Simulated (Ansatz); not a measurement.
## Tetragonal PbO monolayer in a perpendicular field

What dipole does a perpendicular field induce in the tetragonal PbO monolayer, and does the gap follow? A positive field points along +c.

Program: Ansatz 0.2.0. Level of theory: plane-wave DFT, PBE-D3(BJ), Ansatz PAW. Results are calculated unless marked as measured.

### Step 1. The structure

The cell holds 4 atoms: 2 Pb and 2 O. Cell: a = 4.050 Å, b = 4.050 Å, c = 33.814 Å, α = 90.0°, β = 90.0°, γ = 90.0°. Vacuum lies along c.

Coordinates:

```cif
data_structure
_symmetry_space_group_name_H-M 'P 1'
_symmetry_Int_Tables_number 1
_cell_length_a 4.0500
_cell_length_b 4.0500
_cell_length_c 33.8142
_cell_angle_alpha 90.000
_cell_angle_beta 90.000
_cell_angle_gamma 90.000
_cell_volume 554.64
loop_
_atom_site_label
_atom_site_type_symbol
_atom_site_fract_x
_atom_site_fract_y
_atom_site_fract_z
_atom_site_occupancy
Pb1 Pb 0.50000 0.00000 0.47909 1
O2 O 0.00000 0.00000 0.50000 1
O3 O 0.50000 0.50000 0.50000 1
Pb4 Pb 0.00000 0.50000 0.52091 1
```

### Step 2. Relaxation

The starting cell is a guess, so the in-plane lattice and the atoms are relaxed first, with the slab cut off from its images along the normal.

File input.yaml:

```yaml
crystal:
  lattice:
    - [4.05, 0.0, 0.0]
    - [0.0, 4.05, 0.0]
    - [0.0, 0.0, 33.8142135623]
  atoms:
    - { symbol: Pb, position: [0.5, 0.0, 0.4790884747] }
    - { symbol: O, position: [0.0, 0.0, 0.5] }
    - { symbol: O, position: [0.5, 0.5, 0.5] }
    - { symbol: Pb, position: [0.0, 0.5, 0.5209115253] }
  periodic: [true, true, false]
kpoints:
  mp_grid: { grid: [8, 8, 1] }
hamiltonian:
  xc: pbe
  dispersion: d3bj
scf:
  occupations: { method: fermi_dirac, width: 0.05 }
  convergence: { dr2_threshold: 1.0e-09 }
relax:
  f_tol: 0.004
  max_steps: 90
  cell: {}
output:
  write_potential: true
  write_density: true
  volumetric_format: npy
```

The run is started by

```sh
$ ansatz run input.yaml --threads 2 --pin off --max-ram 3072MiB --backend cpu --events-out ev --progress --plain --runs-dir out
```

Numbers of over 12 decimals in the logs are rounded to 6 here.

The log of the run:

```text
Warning: relax.cell: scf.convergence.dr2_threshold = 1e-9 eV is looser than the 3.07020944278e-10 eV advised for a relaxation that steers and ends on the stress (1e-10 eV for each atom of the cell: 4, times the square of relax.cell.stress_2d_tol = 0.05 N/m over 11.4 Å (the atoms' height at the walk's start and 5 Å past either face), 4.381e-2 GPa, over a crystal's default 0.05). What an SCF threshold leaves in a stress goes as its square root, and in the free energy as the threshold itself, and one threshold admits the most on a small cell: [figures from the program's tests cut] Set scf.convergence.dr2_threshold to 3.07020944278e-10 eV or tighter. [rest of the remark cut]
Engine: ansatz 0.2.0, x86_64-unknown-linux-gnu
Pseudopotentials: kind: paw
Pseudopotential: Pb, paw, valence charge 14, recommended cutoff 420 eV (normal), Pb.paw.azcp
Pseudopotential: O, paw, valence charge 6, recommended cutoff 420 eV (normal), O.paw.azcp
Functional definition: PBE
  parameter kappa = 0.804
  parameter beta = 0.066725
  exchange = pbe_x(kappa = kappa, mu = beta*pi^2/3)
  correlation = pbe_c(beta = beta)
Crystal: 4 atoms, lattice volume = 554.638 Å³
Basis set: ecut = 420 eV, 10897 PW (Γ), exchange–correlation on 60×60×480 points (8 copies of the dense FFT grid, shifted against one another)
Bands: 24, of which v1, the nominal top of the filled ones, is band 20 counted from 1 (19 counted from 0)
Symmetry: 16 space group operations
Space group: P4/nmm (ITA 129), of the structure as read, at distance tolerance 8.2e-5 Å
k-points: 15 of 64
Non-local potential: Pb, projectors of the file, l = 0: 2, l = 1: 2, l = 2: 2, l = 3: 2
Non-local potential: O, projectors of the file, l = 0: 2, l = 1: 2, l = 2: 1
PAW form: soft (Blöchl's): semilocal exchange-correlation on the pseudo side does not see the compensation charge
PAW one-centre angular grid: Pb, 590 points (default); XC on 64 Gauss nodes
PAW one-centre angular grid: O, 110 points (default); XC on 64 Gauss nodes
Initial density: superposition of atomic densities (neutral atoms: chi_scale 0, normalization atom), corrected by the library's trained network
Initial wavefunctions: pseudopotential atomic-orbital guess
Functional: x = pbe(κ = 0.804, μ = 0.219515), c = pbe(β = 0.066725)
SCF iter   1: F=—  HF=-24944.185830 eV  |F-HF|=—  |Δ(HF+E_count)|=         —  Δρ=2.34e-3  dr2=1.39e-2  ethr=1.77e-3  ⟨swp⟩=12.5  Hψ=2936  notcnv=0
preconditioner: auto → Resta (q_TF=auto, 1.760 Å⁻¹)  ε∞=1.4  [insulator: Δε(μ)=1.541 eV  Ē_g=15.561 eV  σ=0.050 eV  W_gap=1.00  n_scr=54 (ndim 8)  ℏωp=10.0 eV  f_vac=0.831  D(μ)=0.00/eV (n_scr^D=0)  ε∞_Penn≈1.4  vacuum switching on, ρ_ref=1.8e-2 e/Å³]
SCF iter   2: F=—  HF=-24944.191558 eV  |F-HF|=—  |Δ(HF+E_count)|=   5.73e-3  Δρ=1.12e-3  dr2=3.82e-3  ethr=3.47e-5  ⟨swp⟩=4.1  Hψ=1158  notcnv=0
SCF iter   3: F=—  HF=-24944.194793 eV  |F-HF|=—  |Δ(HF+E_count)|=   3.24e-3  Δρ=9.52e-4  dr2=4.89e-3  ethr=9.54e-6  ⟨swp⟩=3.4  Hψ=890  notcnv=0
SCF iter   4: F=—  HF=-24944.193976 eV  |F-HF|=—  |Δ(HF+E_count)|=   8.17e-4  Δρ=8.20e-5  dr2=3.51e-5  ethr=9.54e-6  ⟨swp⟩=3.4  Hψ=730  notcnv=0
SCF iter   5: F=—  HF=-24944.193951 eV  |F-HF|=—  |Δ(HF+E_count)|=   2.47e-5  Δρ=3.00e-5  dr2=3.50e-6  ethr=8.78e-8  ⟨swp⟩=3.9  Hψ=1017  notcnv=0
SCF iter   6: F=—  HF=-24944.194004 eV  |F-HF|=—  |Δ(HF+E_count)|=   5.32e-5  Δρ=9.09e-6  dr2=5.68e-7  ethr=8.75e-9  ⟨swp⟩=2.7  Hψ=762  notcnv=0
SCF iter   7: F=—  HF=-24944.194004 eV  |F-HF|=—  |Δ(HF+E_count)|=   1.22e-9  Δρ=1.61e-6  dr2=1.22e-8  ethr=1.42e-9  ⟨swp⟩=3.1  Hψ=842  notcnv=0
SCF iter   8: F=—  HF=-24944.194005 eV  |F-HF|=—  |Δ(HF+E_count)|=   4.87e-8  Δρ=4.87e-7  dr2=1.67e-9  ethr=3.04e-11  ⟨swp⟩=3.8  Hψ=934  notcnv=0
SCF iter   9: F=-24944.194005 eV  HF=-24944.194005 eV  |F-HF|=3.64e-11  |Δ(HF+E_count)|=  2.95e-10  Δρ=8.39e-8  dr2=2.21e-11  ethr=2.50e-12  ⟨swp⟩=12.4  Hψ=3086  notcnv=0
SCF 1 converged in 9 iterations: F = -24944.194005 eV  dr2 = 2.21e-11
  greatest PAW one-centre occupation: 0.987 electrons in one spin orbital (limit 2), on the Pb atom at site 3 (counted from 0), in its partial waves of l = 2
relax step   1: F+E_penalty+E_count = -24944.19400450 eV  Δ(F+E_penalty+E_count) = +0.000e0 eV  max|allowed force component| = 6.613e0 eV/Å  Δτ_max = 0.0000 Å  P = +21.281 N/m  Ω = 554.638 Å³  fix = [c, alpha, beta]  reactions: c +0.000 N/m  (9 SCF iters, accepted)
Crystal: 4 atoms, lattice volume = 564.861 Å³
Basis set: ecut = 420 eV, 11049 PW (Γ), exchange–correlation on 60×60×480 points (8 copies of the dense FFT grid, shifted against one another)
Initial density: handed on by an earlier stage of this run
Initial wavefunctions: those handed on with the density
iter 1 solved again at ethr=2.56e-4 eV; its pass at ethr=3.10e-3 eV (dr2=1.02e-1 eV) is discarded
SCF iter   1: F=—  HF=-24946.546835 eV  |F-HF|=—  |Δ(HF+E_count)|=         —  Δρ=5.27e-3  dr2=1.03e-1  ethr=2.56e-4  ⟨swp⟩=2.5  Hψ=3028  notcnv=0
preconditioner: auto → Resta (q_TF=auto, 1.755 Å⁻¹)  ε∞=1.4  [insulator: Δε(μ)=1.735 eV  Ē_g=15.097 eV  σ=0.050 eV  W_gap=1.00  n_scr=54 (ndim 8)  ℏωp=9.9 eV  f_vac=0.823  D(μ)=0.00/eV (n_scr^D=0)  ε∞_Penn≈1.4  vacuum switching on, ρ_ref=1.7e-2 e/Å³]
SCF iter   2: F=—  HF=-24946.532973 eV  |F-HF|=—  |Δ(HF+E_count)|=   1.39e-2  Δρ=2.07e-3  dr2=2.84e-2  ethr=2.56e-4  ⟨swp⟩=3.7  Hψ=771  notcnv=0
SCF iter   3: F=—  HF=-24946.532917 eV  |F-HF|=—  |Δ(HF+E_count)|=   5.56e-5  Δρ=2.09e-3  dr2=1.95e-2  ethr=7.10e-5  ⟨swp⟩=3.9  Hψ=817  notcnv=0
SCF iter   4: F=—  HF=-24946.530469 eV  |F-HF|=—  |Δ(HF+E_count)|=   2.45e-3  Δρ=3.19e-4  dr2=2.50e-4  ethr=4.87e-5  ⟨swp⟩=3.0  Hψ=739  notcnv=0
SCF iter   5: F=—  HF=-24946.530600 eV  |F-HF|=—  |Δ(HF+E_count)|=   1.31e-4  Δρ=6.38e-5  dr2=1.94e-5  ethr=6.26e-7  ⟨swp⟩=3.3  Hψ=892  notcnv=0
SCF iter   6: F=—  HF=-24946.530544 eV  |F-HF|=—  |Δ(HF+E_count)|=   5.60e-5  Δρ=1.68e-5  dr2=8.80e-7  ethr=4.84e-8  ⟨swp⟩=3.2  Hψ=759  notcnv=0
SCF iter   7: F=—  HF=-24946.530594 eV  |F-HF|=—  |Δ(HF+E_count)|=   4.97e-5  Δρ=4.14e-6  dr2=9.11e-8  ethr=2.20e-9  ⟨swp⟩=3.4  Hψ=911  notcnv=0
SCF iter   8: F=—  HF=-24946.530594 eV  |F-HF|=—  |Δ(HF+E_count)|=   3.36e-8  Δρ=8.00e-7  dr2=2.07e-9  ethr=2.28e-10  ⟨swp⟩=2.6  Hψ=694  notcnv=0
SCF iter   9: F=-24946.530594 eV  HF=-24946.530594 eV  |F-HF|=3.64e-12  |Δ(HF+E_count)|=   1.38e-9  Δρ=1.22e-7  dr2=4.39e-11  ethr=2.50e-12  ⟨swp⟩=12.4  Hψ=3192  notcnv=0
SCF 2 converged in 9 iterations: F = -24946.530594 eV  dr2 = 4.39e-11
  greatest PAW one-centre occupation: 0.985 electrons in one spin orbital (limit 2), on the Pb atom at site 3 (counted from 0), in its partial waves of l = 2
[...]
SCF iter   8: F=—  HF=-24947.517740 eV  |F-HF|=—  |Δ(HF+E_count)|=   3.62e-8  Δρ=6.98e-7  dr2=1.55e-9  ethr=1.44e-10  ⟨swp⟩=2.7  Hψ=742  notcnv=0
SCF iter   9: F=-24947.517740 eV  HF=-24947.517740 eV  |F-HF|=4.37e-11  |Δ(HF+E_count)|=   2.64e-9  Δρ=8.69e-8  dr2=3.29e-11  ethr=2.50e-12  ⟨swp⟩=11.1  Hψ=2909  notcnv=0
SCF 3 converged in 9 iterations: F = -24947.517740 eV  dr2 = 3.29e-11
  greatest PAW one-centre occupation: 0.984 electrons in one spin orbital (limit 2), on the Pb atom at site 3 (counted from 0), in its partial waves of l = 2
relax step   3: F+E_penalty+E_count = -24947.51773967 eV  Δ(F+E_penalty+E_count) = -9.871e-1 eV  max|allowed force component| = 1.199e0 eV/Å  Δτ_max = 0.1946 Å  P = +1.239 N/m  Ω = 563.355 Å³  energy of the carried Pulay correction = -2.189e-3 eV  fix = [c, alpha, beta]  reactions: c +0.000 N/m  (9 SCF iters, accepted)
[...]
relax step   4: F+E_penalty+E_count = -24947.62788413 eV  Δ(F+E_penalty+E_count) = -1.101e-1 eV  max|allowed force component| = 3.909e-1 eV/Å  Δτ_max = 0.1376 Å  P = -0.479 N/m  Ω = 542.945 Å³  energy of the carried Pulay correction = +2.990e-3 eV  fix = [c, alpha, beta]  reactions: c +0.000 N/m  (9 SCF iters, accepted)
[...]
relax step   5: F+E_penalty+E_count = -24947.63646867 eV  Δ(F+E_penalty+E_count) = -8.585e-3 eV  max|allowed force component| = 1.362e-2 eV/Å  Δτ_max = 0.0328 Å  P = -0.127 N/m  Ω = 547.502 Å³  energy of the carried Pulay correction = +1.817e-3 eV  fix = [c, alpha, beta]  reactions: c +0.000 N/m  (8 SCF iters, accepted)
[...]
relax step   6: F+E_penalty+E_count = -24947.63739827 eV  Δ(F+E_penalty+E_count) = -9.296e-4 eV  max|allowed force component| = 3.226e-3 eV/Å  Δτ_max = 0.0041 Å  P = -0.040 N/m  Ω = 545.351 Å³  energy of the carried Pulay correction = +2.370e-3 eV  fix = [c, alpha, beta]  reactions: c +0.000 N/m  (7 SCF iters, accepted)
[...]
relax step   7: F+E_penalty+E_count = -24947.63509399 eV  Δ(F+E_penalty+E_count) = +2.304e-3 eV  max|allowed force component| = 3.346e-3 eV/Å  Δτ_max = 0.0000 Å  P = -0.057 N/m  Ω = 545.351 Å³  fix = [c, alpha, beta]  reactions: c +0.000 N/m  stress off target by 5.74e-2 N/m on what of the cell is left free  SCF on the basis re-selected at this cell (its energy is not comparable with the rows above)  (5 SCF iters)
[...]
relax step   8: F+E_penalty+E_count = -24947.63536700 eV  Δ(F+E_penalty+E_count) = -2.730e-4 eV  max|allowed force component| = 1.736e-3 eV/Å  Δτ_max = 0.0008 Å  P = -0.007 N/m  Ω = 544.540 Å³  energy of the carried Pulay correction = +2.262e-4 eV  fix = [c, alpha, beta]  reactions: c +0.000 N/m  (6 SCF iters, accepted)
iter 1 solved again at ethr=4.19e-7 eV; its pass at ethr=3.10e-3 eV (dr2=1.68e-4 eV) is discarded
SCF iter   1: F=—  HF=-24947.635156 eV  |F-HF|=—  |Δ(HF+E_count)|=         —  Δρ=3.75e-6  dr2=2.38e-8  ethr=4.19e-7  ⟨swp⟩=5.2  Hψ=3840  notcnv=0
eigensolver tolerance schedule: the retry pair's looser diagonalisation over-reported the residual by 7045.54 of it (diagonalisation noise at 19.77 of the residual, at the tolerance the schedule requests for it); recorded, not acted on — ethr = c·dr2/N_el stays at c = 1.0e-1
preconditioner: auto → Resta (q_TF=auto, 1.766 Å⁻¹)  ε∞=1.5  [insulator: Δε(μ)=2.593 eV  Ē_g=14.665 eV  σ=0.050 eV  W_gap=1.00  n_scr=54 (ndim 8)  ℏωp=10.1 eV  f_vac=0.807  D(μ)=0.00/eV (n_scr^D=0)  ε∞_Penn≈1.5  vacuum switching on, ρ_ref=1.6e-2 e/Å³]
SCF iter   2: F=—  HF=-24947.635163 eV  |F-HF|=—  |Δ(HF+E_count)|=   6.76e-6  Δρ=2.92e-6  dr2=5.27e-8  ethr=5.94e-11  ⟨swp⟩=5.7  Hψ=1374  notcnv=0
SCF iter   3: F=—  HF=-24947.635163 eV  |F-HF|=—  |Δ(HF+E_count)|=   7.20e-9  Δρ=1.14e-6  dr2=1.14e-9  ethr=5.94e-11  ⟨swp⟩=2.5  Hψ=569  notcnv=0
SCF iter   4: F=-24947.635163 eV  HF=-24947.635163 eV  |F-HF|=5.75e-10  |Δ(HF+E_count)|=   3.17e-9  Δρ=3.10e-7  dr2=5.94e-10  ethr=2.50e-12  ⟨swp⟩=16.9  Hψ=3337  notcnv=0
SCF 9 converged in 4 iterations: F = -24947.635163 eV  dr2 = 5.94e-10
relax step   9: F+E_penalty+E_count = -24947.63516290 eV  Δ(F+E_penalty+E_count) = +2.041e-4 eV  max|allowed force component| = 1.713e-3 eV/Å  Δτ_max = 0.0000 Å  P = -0.009 N/m  Ω = 544.540 Å³  fix = [c, alpha, beta]  reactions: c +0.000 N/m  stress off target by 8.86e-3 N/m on what of the cell is left free  SCF on the basis re-selected at this cell (its energy is not comparable with the rows above)  (4 SCF iters)
basis re-selected at this cell: Δ(F+E_penalty+E_count) = +2.041e-4 eV, ΔP = -0.002 N/m vs the last step (what re-selecting the basis moved, of the pressure what is left beyond the Pulay correction that the steps carried, after the strain that the cell walked since its last selection, with what the two solves' SCF thresholds leave and, on support functions, any second-order correction that the steps lacked; it is no m [...]
WARN: The output density's exchange-correlation potential varies sharply where the density is thin. Do not read a vacuum level from v_tot or v_xc, or from such a field of the output density. On a cell that repeats whose density bears no net charge and no dipole along the vacuum's axis use v_es (v_loc + v_h of the components); under efield.dipole_correction with no amplitude use v_es + v_field, which holds any externa [...]
SCF converged after 4 iterations
Free energy (F): -24947.635163 eV
Harris-Foulkes:  -24947.635163 eV  (|F-HF|=5.75e-10)
Internal energy: -24947.635163 eV  (E = F + TS)
E sigma→0 (E₀):  -24947.635163 eV
Fermi energy:    -3.235999 eV
--- Per-component energies (eV) ---
  E_band       = -603.138930
  E_kinetic    = 925.928276
  E_local      = -67518.352558  (includes V_loc(G=0)·N_el)
  E_nonlocal   = 797.929856
  E_hartree    = 33192.544144
  E_xc         = -587.888614
  E_vxc        = -451.498415  (∫ρ·V_xc dr)
  E_paw        = -21128.331827  (= ΣΔE_a)
  E_vpaw       = -742.239321  (= ΣTr[D̂ρ^β])
  E_aug_tail   = 0.004866  (compensation charges beyond the density's cutoff)
  E_ewald      = 29371.079845
  E_disp       = -0.549152  (pairwise vdW)
  E_smearing   = -0.000000  (= −TS)
  E_closure    = -0.000000  (closes the sum)
  Σ components = -24947.635163   (vs F -24947.635163, Δ=0.00e0)
--- Forces (eV/Å), atoms counted from 1 ---
  atom   1  Pb     0.00000000     0.00000000    -0.00171311
  atom   2  O      0.00000000     0.00000000    -0.00000000
  atom   3  O      0.00000000     0.00000000     0.00000000
  atom   4  Pb     0.00000000     0.00000000     0.00171311
  max |Σ_I F_I| component: 0.00e0 eV/Å
--- 2D stress c σ (N/m, compression-positive) ---
       -0.008864       0.000000       0.000000
        0.000000      -0.008864       0.000000
        0.000000       0.000000       0.000000
  P = ½ c Tr σ = -0.0089 N/m
--- Band table (eV; the first three rows and the last of 15) ---
  k-point 0: bands = [... 16 lower, -5.6523, -5.5661, -5.5661, -4.5717, -1.9788 (-1.9788°), -1.9548 (-1.9548°), -0.0236, 0.0271]
  k-point 1: bands = [... 16 lower, -5.9139, -5.6692, -5.5313, -4.5837, -1.6816 (-1.6816°), -1.6612 (-1.6612°), 0.1370, 0.1480]
  k-point 2: bands = [... 16 lower, -6.2176, -5.9575, -5.6645, -4.6534, -1.0874 (-1.0874°), -0.9893 (-0.9893°), -0.5179, 0.6015]
  k-point 14: bands = [... 16 lower, -5.8419, -5.8419, -4.9555, -4.9555, -1.3664, -1.3664, 0.6482, 0.6482]
  ° read free of the cell's end (the report's vacuum.weakly_bound_levels)
--- Relaxed structure (7 steps of the walk, 7 accepted, 2 SCFs on fresh bases) ---
  F+E_penalty+E_count = -24947.63516290 eV   max|allowed force component| = 1.713e-3 eV/Å   (the final SCF, on the basis selected at the relaxed cell)
  cell:  # Å, volume = 544.5403 Å³
    - [4.012965, 0, 0.0]
    - [0, 4.012965, 0.0]
    - [0.0, 0.0, 33.8142135623]
  atoms:
    - { symbol: Pb, position: [0.5, 0, 0.464322] }
    - { symbol: O, position: [0, 0, 0.5] }
    - { symbol: O, position: [0.5, 0.5, 0.5] }
    - { symbol: Pb, position: [0, 0.5, 0.535678] }
```

It took 50 s on 2 threads of AMD EPYC 7B13 (Zen 3), shared host; peak memory 0.79 GiB.

Relaxation path:

```csv
step,energy less that of the first step (eV),largest force component (eV/Å),volume (Å³)
1,0.0000,6.6134,554.64
2,-2.3366,3.8812,564.86
3,-3.3237,1.1985,563.35
4,-3.4339,0.3909,542.94
5,-3.4425,0.0136,547.50
6,-3.4434,0.0032,545.35
7*,-3.4411,0.0033,545.35
8,-3.4414,0.0017,544.54
9*,-3.4412,0.0017,544.54
```

Relaxation steps marked * repeat the geometry before them on a plane-wave basis chosen anew for their cell, so energy and pressure can jump there.

The run keeps the 16 symmetry operations that it works with, so distortions that break them were not tested.

```csv
cell as run,before,after,change
a (Å),4.050,4.013,-0.9 %
b (Å),4.050,4.013,-0.9 %
```

The atoms that moved most (Å, along periodic axes as changes of fractional coordinates times the final cell, across vacuum about the mean position):

```csv
atom,dx,dy,dz,length
Pb4,0.000,0.000,0.499,0.499
Pb1,0.000,0.000,-0.499,0.499
```

Final coordinates:

```xyz
4
Lattice="4.0130 0.0000 0.0000 0.0000 4.0130 0.0000 0.0000 0.0000 33.8142" Properties=species:S:1:pos:R:3
Pb    2.0065    0.0000   15.7007
O     0.0000    0.0000   16.9071
O     2.0065    2.0065   16.9071
Pb    0.0000    2.0065   18.1135
```

This step gave:

```yaml
gap_on_the_k_mesh: 2.593 eV
```

The lattice constant a goes from 4.050 to 4.013 Å.

[end of part 1 of 3]

[Logs are printed without paths, hosts, clocks, repeated set-up lines and the standing remarks that a program may print on its own settings, such as how far it seeks lower states.]

[Hosts, paths, dates, database ids (printed as entryN), source tags and the programs' standing remarks are cut or masked in the printed files.]

[Maps of the electrostatic potential energy from Ansatz leave out the sawtooth potential of an applied field or a dipole correction, so their vacuum need not be flat; planar profiles and work functions include it.]
